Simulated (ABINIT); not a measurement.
**Quasiparticle gap of MgO (Fm-3m) in ABINIT**

How does a plane-wave GW calculation on MgO (Fm-3m) run from the first input to the gap?

Main program and level: ABINIT 10.8.3; PBE and many-body steps on it, plane waves.

**Experimental background.**

- Gap 7.83 eV: literature experimental gap; bulk crystal (quoted in “Electronic structure of alkaline earth and post-transition metal oxides”, 2009, arxiv:0908.1581).

- Gap 7.83 eV: direct gap at Gamma, low temperature; bulk crystal (literature value) (quoted in “The Band-Gap Studies of Short-Period CdO/MgO Superlattices”, 2021, pmc:8035356).

Report form: the programs' logs are mostly left out.

### 1. The starting structure

It takes space group Fm-3m (No. 225, cubic). The conventional cell has a = 4.194 Å, b = 4.194 Å, c = 4.194 Å, α = 90.00°, β = 90.00°, γ = 90.00°. Mg has 6 O at 2.10 Å nearest. Nearest to O lie 6 Mg at 2.10 Å. Farther neighbours and most contacts between anions are not listed.

The cell and positions are those that the Materials Project relaxed with its own functionals (PBE, PBE+U or r2SCAN), kept fixed.

### 2. Ground state

This step: ABINIT 10.8.3; DFT, PBE, plane waves, norm-conserving pseudopotentials.

The ground-state density comes first.

Contents of run.abi:

```
acell 3*1.0 Angstrom
rprim 
  -0.000000000000 2.097001392700 2.097001392700
  2.097001392700 0.000000000000 2.097001392700
  2.097001392700 2.097001392700 0.000000000000
ntypat 2
znucl 12 8
natom 2
typat 1 2
xred 
  0.000000000000 0.000000000000 0.000000000000
  0.500000000000 0.500000000000 0.500000000000
pp_dirpath "pseudos"
pseudos "Mg.upf, O.upf"
ecut 38
ngkpt 8 8 8
nshiftk 1
shiftk 0 0 0
kptopt 1
chksymbreak 0
nband 13
occopt 1
tolvrs 1e-10
nstep 60
prtwf 0
optforces 0
optstress 0
indata_prefix "in"
outdata_prefix "out"
tmpdata_prefix "tmp"
```

Command:

```bash
OMP_NUM_THREADS=1 mpirun -n 4 abinit run.abi > log
```

Elapsed: 4.5 s, on 4 MPI ranks of Intel Xeon Platinum 8488C (Sapphire Rapids), shared host; peak memory 0.29 GiB; 17 s of CPU time.

This step gave:

| Quantity | Value |
| --- | --- |
| total energy | -2069.4380 eV |
| gap | 4.895 eV |
| k of the valence top | 0, 0, 0 |
| k of the conduction bottom | 0, 0, 0 |
| least direct gap | 4.895 eV |

The gap is direct, at Γ.

### 3. Bands along the symmetry lines

The cheap functional maps the bands first; the places of the edges decide which points the dearer methods must see.

Contents of run.abi:

```
acell 3*1.0 Angstrom
rprim 
  -0.000000000000 2.097001392700 2.097001392700
  2.097001392700 0.000000000000 2.097001392700
  2.097001392700 2.097001392700 0.000000000000
ntypat 2
znucl 12 8
natom 2
typat 1 2
xred 
  0.000000000000 0.000000000000 0.000000000000
  0.500000000000 0.500000000000 0.500000000000
pp_dirpath "pseudos"
pseudos "Mg.upf, O.upf"
ecut 38
iscf -2
irdden 1
kptopt 0
nkpt 50
kpt 
  0.00000000 0.00000000 0.00000000
  0.06250000 0.00000000 0.06250000
  0.12500000 0.00000000 0.12500000
  0.18750000 0.00000000 0.18750000
  0.25000000 0.00000000 0.25000000
  0.31250000 0.00000000 0.31250000
  0.37500000 0.00000000 0.37500000
  0.43750000 0.00000000 0.43750000
  0.50000000 0.00000000 0.50000000
  0.51562500 0.03125000 0.51562500
  0.53125000 0.06250000 0.53125000
  0.54687500 0.09375000 0.54687500
  0.56250000 0.12500000 0.56250000
  0.57812500 0.15625000 0.57812500
  0.59375000 0.18750000 0.59375000
  0.60937500 0.21875000 0.60937500
  0.62500000 0.25000000 0.62500000
  0.37500000 0.37500000 0.75000000
  0.32812500 0.32812500 0.65625000
  0.28125000 0.28125000 0.56250000
  0.23437500 0.23437500 0.46875000
  0.18750000 0.18750000 0.37500000
  0.14062500 0.14062500 0.28125000
  0.09375000 0.09375000 0.18750000
  0.04687500 0.04687500 0.09375000
  0.00000000 0.00000000 0.00000000
  0.06250000 0.06250000 0.06250000
  0.12500000 0.12500000 0.12500000
  0.18750000 0.18750000 0.18750000
  0.25000000 0.25000000 0.25000000
  0.31250000 0.31250000 0.31250000
  0.37500000 0.37500000 0.37500000
  0.43750000 0.43750000 0.43750000
  0.50000000 0.50000000 0.50000000
  0.50000000 0.46875000 0.53125000
  0.50000000 0.43750000 0.56250000
  0.50000000 0.40625000 0.59375000
  0.50000000 0.37500000 0.62500000
  0.50000000 0.34375000 0.65625000
  0.50000000 0.31250000 0.68750000
  0.50000000 0.28125000 0.71875000
  0.50000000 0.25000000 0.75000000
  0.50000000 0.21875000 0.71875000
  0.50000000 0.18750000 0.68750000
  0.50000000 0.15625000 0.65625000
  0.50000000 0.12500000 0.62500000
  0.50000000 0.09375000 0.59375000
  0.50000000 0.06250000 0.56250000
  0.50000000 0.03125000 0.53125000
  0.50000000 0.00000000 0.50000000
istwfk *1
nband 15
nbdbuf 2
tolwfr 1e-08
nstep 40
prtwf 0
prtvol 0
indata_prefix "in"
outdata_prefix "out"
tmpdata_prefix "tmp"
```

Elapsed: 3.6 s, on 4 MPI ranks; peak memory 0.28 GiB.

Numbers from this step:

* gap: 4.895 eV
* k of the valence top: 0, 0, 0
* k of the conduction bottom: 0, 0, 0
* least direct gap: 4.895 eV

The gap is 4.895 eV, as in the run before at this level.

The electronic bands at the labelled points (eV, zero at the top of the highest filled band; v1 is the highest filled band, c1 the lowest empty one):

```csv
point,v4,v3,v2,v1,c1,c2,c3,c4
Γ,-17.25,0.00,0.00,0.00,4.89,16.04,16.04,16.04
halfway,-16.47,-2.63,-0.74,-0.74,8.23,11.31,15.69,17.68
X,-15.67,-4.09,-1.35,-1.35,9.24,10.15,13.23,19.19
halfway,-15.66,-3.94,-1.80,-1.30,9.63,10.67,13.07,18.82
U,-15.65,-3.50,-2.72,-1.15,10.22,11.95,12.66,18.34
jump to K,-15.65,-3.50,-2.72,-1.15,10.22,11.95,12.66,18.34
halfway,-16.39,-2.94,-1.18,-0.39,8.32,12.13,15.56,18.15
Γ,-17.25,0.00,0.00,0.00,4.89,16.04,16.04,16.04
halfway,-16.63,-2.66,-0.34,-0.34,7.24,12.72,16.87,16.87
L,-15.90,-4.64,-0.65,-0.65,8.02,12.76,16.49,16.49
halfway,-15.76,-4.02,-1.94,-0.99,9.80,12.34,13.67,17.10
W,-15.61,-2.96,-2.96,-1.78,11.77,11.77,12.35,15.74
halfway,-15.64,-3.79,-1.90,-1.57,10.13,11.04,12.89,17.56
X,-15.67,-4.09,-1.35,-1.35,9.24,10.15,13.23,19.19
```

### 4. Empty states on the mesh, 4×4×4 mesh, 34 bands

The sums over transitions need many empty states on a uniform mesh; this step solves for them.

Contents of run.abi:

```
acell 3*1.0 Angstrom
rprim 
  -0.000000000000 2.097001392700 2.097001392700
  2.097001392700 0.000000000000 2.097001392700
  2.097001392700 2.097001392700 0.000000000000
ntypat 2
znucl 12 8
natom 2
typat 1 2
xred 
  0.000000000000 0.000000000000 0.000000000000
  0.500000000000 0.500000000000 0.500000000000
pp_dirpath "pseudos"
pseudos "Mg.upf, O.upf"
ecut 38
ngkpt 4 4 4
nshiftk 1
shiftk 0 0 0
kptopt 1
chksymbreak 0
iscf -2
irdden 1
istwfk *1
nband 34
nbdbuf 4
tolwfr 1e-09
nstep 60
prtvol 0
indata_prefix "in"
outdata_prefix "out"
tmpdata_prefix "tmp"
```

Run time: 2.6 s. Hardware: 4 MPI ranks; peak memory 0.07 GiB; 9.4 s of CPU time.

Numbers from this step:

* gap: 4.895 eV
* k of the valence top: 0, 0, 0
* k of the conduction bottom: 0, 0, 0
* least direct gap: 4.895 eV
* k points computed: 8
* lowest point of the top converged band, above the valence top: 54.3226 eV

On this mesh the gap is 4.895 eV.

### 5. Screening, 4×4×4 mesh, 30 bands, screening to 130.6 eV

The RPA dielectric matrix is built and inverted for each q.

This step: RPA screening on PBE, plane waves, norm-conserving pseudopotentials.

Edit run.abi of step 4 so:

```diff
@@ -20,10 +20,11 @@
 chksymbreak 0
-iscf -2
-irdden 1
 istwfk *1
-nband 34
-nbdbuf 4
-tolwfr 1e-09
-nstep 60
-prtvol 0
+occopt 1
+irdwfk 1
+optdriver 3
+nband 30
+ecuteps 4.8
+inclvkb 2
+awtr 1
+symchi 1
 indata_prefix "in"
```

Run time: 3.6 s. Hardware: 4 MPI ranks; peak memory 0.4 GiB; 14 s of CPU time.

Numbers from this step:

| Item | Value |
| --- | --- |
| ε∞ with local fields, on this mesh, along the program's q direction | 3.159 |
| the same without local fields | 3.36 |
| plasma frequency | 34.59 eV |
| plane waves in the screening matrix | 59 |

Local fields lower ε∞ by 6 %. On a Γ-centred mesh this coarse the value itself is usually too large, while a short band sum pulls it down.

### 6. Self-energy, 4×4×4 mesh, 30 bands, screening to 130.6 eV

The self-energy is evaluated for the states that the input lists, and the levels follow from it, in one-shot runs by the linearised quasiparticle equation.

This step: G0W0 on PBE, plane waves, norm-conserving pseudopotentials.

Edit run.abi of step 5 so:

```diff
@@ -23,8 +23,15 @@
 irdwfk 1
-optdriver 3
+optdriver 4
 nband 30
+gwcalctyp 0
+ecutsigx 38
+symsigma 1
+nkptgw 1
+kptgw 
+  0.0000000000 0.0000000000 0.0000000000
+bdgw 
+  6 12
 ecuteps 4.8
-inclvkb 2
-awtr 1
-symchi 1
+irdscr 1
+ppmodel 1
 indata_prefix "in"
```

It took 2 s on 4 MPI ranks; peak memory 0.11 GiB.

Numbers from this step:

```
G0W0 gap on the points computed              : 7.002 eV
starting gap on the mesh                     : 4.895 eV
k of the valence top                         : 0, 0, 0
k of the conduction bottom                   : 0, 0, 0
Z at the valence top                         : 0.811
Z at the conduction bottom                   : 0.857
least direct G0W0 gap on the computed points : 7.002 eV
```

The gap on the mesh goes from 4.89 eV to 7.00 eV, a correction of +2.11 eV.

Limits: finite bands, cutoff and mesh; coarse k mesh. v1 is the top filled band, c1 the lowest empty one. Levels before and after the correction, in eV, zero at the valence-band top of each column:

```
           conduction bottom  valence top
Kohn-Sham               4.89         0.00
     G0W0               7.00         0.00
```

```
             level  energy (eV)
Kohn-Sham  Γ v3-v1        0.000
Kohn-Sham     Γ c1        4.895
Kohn-Sham  Γ c2-c4       16.036
     G0W0  Γ v3-v1        0.000
     G0W0     Γ c1        7.002
     G0W0  Γ c2-c4       18.407
```

### 7. Where the time went

Times are wall times on 4 MPI ranks of Intel Xeon Platinum 8488C (Sapphire Rapids), shared host, good to a factor of about two.

```csv
step,time,share,memory (GiB)
ground state,4.5 s,28 %,0.29
bands along the symmetry lines,3.6 s,22 %,0.28
empty states on the mesh,2.6 s,16 %,0.07
screening,3.6 s,22 %,0.4
self-energy,2 s,12 %,0.11
```

### 8. Summary of results

```
PBE gap              : 4.89 eV, direct
G0W0 gap on the mesh : 7.00 eV
GW settings          : 4×4×4 mesh, 30 bands, screening to 130.6 eV, Godby-Needs plasmon pole
known limits         : not at the basis limit; coarse k mesh
```

In words: G0W0 moves the gap on the mesh from 4.89 eV to 7.00 eV (+2.11 eV), with Z of 0.81 and 0.86 at the edges. Local fields lower the RPA ε∞ on this mesh from 3.36 to 3.16; a Γ-centred mesh this coarse tends to raise both, most where the direct gap is narrow, while a short band sum lowers them. Only 1 of the mesh's irreducible points was corrected, so a valley elsewhere could overtake. Against experiment, by G0W0@PBE: the gap of 7.00 eV lies −0.83 eV from the measured 7.83 eV (kind not stated, quoted 2009); the direct gap of 7.00 eV lies −0.83 eV from the measured 7.83 eV (direct, quoted 2021). An exciton line or allowed optical edge lies below the quasiparticle gap by the binding energy; a forbidden edge can push the onset above it. The calculation has static nuclei and no excitons; a measured gap holds zero-point and thermal motion, which mostly lowers it. Against the values above the computed gap that would widen the miss. A likelier cause is too strong a screening: the start's gap is only 4.89 eV, the mesh is coarse, and one shot does not repair that. Bands and cutoff are finite, so the gap is not at the basis limit. The miss can reach some tenths of an eV and take either sign; the mesh is an error of its own. In the G0W0 run levels were corrected at 1 k point alone, so a gap called «on the mesh» is the least over those, and an edge elsewhere would be missed. The 4×4×4 mesh is coarse for this cell, which bears on the long-range parts of exchange and screening.

[Paths, hosts, dates, memory and timing lines, banners, echoed tables and standing remarks are left out of the program output.]

[Logs are printed without paths, hosts, clocks, repeated set-up lines and the standing remarks that a program may print on its own settings, such as how far it seeks lower states.]

[Runs of the session that timed out or met a known fault of the program may be left out.]

[No measured gap is set beside runs whose start may be inverted or whose files or cutoffs have a known fault.]

[Hosts, paths, dates, database ids (printed as entryN), source tags and the programs' standing remarks are cut or masked in the printed files.]

[G0W0 gaps are taken among the corrected bands and points alone; a level outside them can change the order at an edge.]

[Where Ansatz stands beside ABINIT at settings called matched, ABINIT's density can come from a denser mesh and the files from another edition; pairs whose starting gaps differed by over 0.03 eV were left out, so agreement reads better than it is.]
